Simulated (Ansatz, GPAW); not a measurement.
# Atomic orbitals against plane waves on 10 relaxed junctions

How near do orbital bases of three sizes come to a plane-wave transmission, and how do their times compare?

**Method.** GPAW 26.7.0 in a basis of numerical atomic orbitals with PAW setups; lead and junction are solved self-consistently in repeated cells 9 Å or more across, their Hamiltonian and overlap matrices go into Green's functions with semi-infinite leads (ASE), and T is the Landauer transmission at zero bias, at the junction cell's Fermi level, for one spin or as the mean of both where a run is spin-polarised. The reference is Ansatz 0.2.0 (plane waves, PAW datasets, transmission by matching layers) on the same cell, meshes and smearing; PBE throughout. sz: one function a shell; szp: with polarisation; dzp: two functions a shell with polarisation. All levels use the geometry relaxed with plane waves.

What came out:

| junction | T, plane waves | dzp | szp | sz |
| --- | --- | --- | --- | --- |
| Pb chain with a Cu atom bridging one bond (rebuilt) | 2.47 | 2.42 | 2.42 | 2.34 |
| Pd chain with two C atoms in line (rebuilt) | 2.47 | 2.46 | 2.01 | 1.88 |
| C7 chain between two Pb chains (rebuilt) (short lead) | 1.3 | 1.29 | 1.22 | 1.17 |
| cyanobenzenedithiol between two Pd chains (rebuilt) | 0.849 | 0.814 | 0.536 | 0.588 |
| CN in line between two Ga chains (rebuilt) | 0.531 | 0.555 | 0.542 | 0.546 |
| butadiene-1,4-dithiol between two Ir chains (rebuilt) | 0.465 | 0.482 | 0.474 | 0.527 |
| BN in line between two Al chains (rebuilt) | 0.131 | 0.146 | 0.132 | 0.157 |
| C7 chain between two Pd chains | 0.109 | 0.094 | 0.0428 | 0.0591 |
| Sn chain with one Li atom in line (rebuilt) (short lead) | 0.0692 | 0.0572 | 0.0572 | 0.131 |
| hexatriene-1,6-dithiol between two Pd chains (rebuilt) | 0.0121 | 0.0108 | 0.0111 | 0.0207 |

**Answer.** Within 10 % of the plane-wave T lie 6 of 10 junctions in dzp, 6 of 10 junctions in szp and 2 of 10 junctions in sz. The median miss is 4.3 % (dzp), 7.2 % (szp) and 21.9 % (sz). The dzp basis is farthest off for Sn chain with one Li atom in line (rebuilt) (short lead) (0.0572 against 0.0692). Each added layer of the basis lowers the median miss. In wall time on shared hosts the szp runs took a median 0.70 and the minimal basis 0.50 of the dzp time. For the 2 junctions with T under 0.1 dzp misses by a median 14 %, for the others by 4 %.

What the numbers leave out: The two programs also differ in their PAW data, so part of each miss isn't the basis. T at one energy is a hard test where a resonance or band edge lies near. Spin-orbit coupling is left out, which matters for the heavier atoms here. Junctions whose dzp lead is shut at the Fermi level or whose end layer misses the lead by over 0.25 eV were left out, as were those with T under 1e-4 or a step of over 50 meV between the plane-wave lead's periods. Short lead: that step is over 25 meV, more than the program accepts, so the reference itself is in doubt. Rebuilt: atoms moved over 0.6 Å on relaxing, so the name is that of the start and the chain may have broken.
